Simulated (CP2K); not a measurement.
Consider hexafluoroacetone at its PBE geometry (Å).

```xyz
10

O     0.1699   -0.3884    1.8844
C     0.0565   -0.1473    0.7078
C     1.2928    0.1487   -0.2079
F     2.3809    0.3963    0.5559
F     1.5142   -0.9250   -1.0194
F     1.0658    1.2115   -1.0230
C    -1.3169   -0.0962   -0.0397
F    -1.6063    1.2086   -0.3096
F    -2.3132   -0.6548    0.6691
F    -1.2439   -0.7534   -1.2175
```

Method: CP2K XAS_TDP, all-electron GAPW, PBEh(45%), aug-cc-pVDZ, TDA, GW2X-corrected core level, no relativity.

Q: Predict the bright core excitations at the C K edge.

Leading lines: C2 288.50 eV and C3 297.27 eV. The leading line of an atom is its first one with 35 % of the strongest within 2.5 eV of its lowest line over the strength cut. Core ionisation energies at this level: C2 297.88 and C3 301.30 eV.

The first six lines of each atom with a strength over 0.0015:

```tsv
atom	energy (eV)	states	strength, one atom	above the computed threshold
C2 (bonded to 2 C and O)	288.50	1	0.0639	
	295.56	1	0.0093	
	296.13	1	0.0063	
	297.06	1	0.0031	
	297.17	1	0.0350	
	297.27	1	0.0085	
C3 (bonded to C and 3 F), 2 alike	295.01	1	0.0196	
	297.27	1	0.0791	
	298.46	1	0.0753	
	298.61	1	0.0702	
	300.10	1	0.0120	
	300.53	1	0.0082
```

Lines are vertical, at one geometry, with no vibrational structure. GW2X ionisation energies and lines can be off by 1 to 2 eV either way, and a good line position may hide errors that cancel. These values hold no scalar relativity, about 0.1 eV for C 1s. Rydberg lines, and the discretised continuum above threshold, depend on the basis and the box.

[Banner, clock and machine lines of the logs are left out without a mark of their own.]

[Logs are printed without paths, hosts, clocks, repeated set-up lines and the standing remarks that a program may print on its own settings, such as how far it seeks lower states.]

[Hosts, paths, dates, database ids (printed as entryN), source tags and the programs' standing remarks are cut or masked in the printed files.]
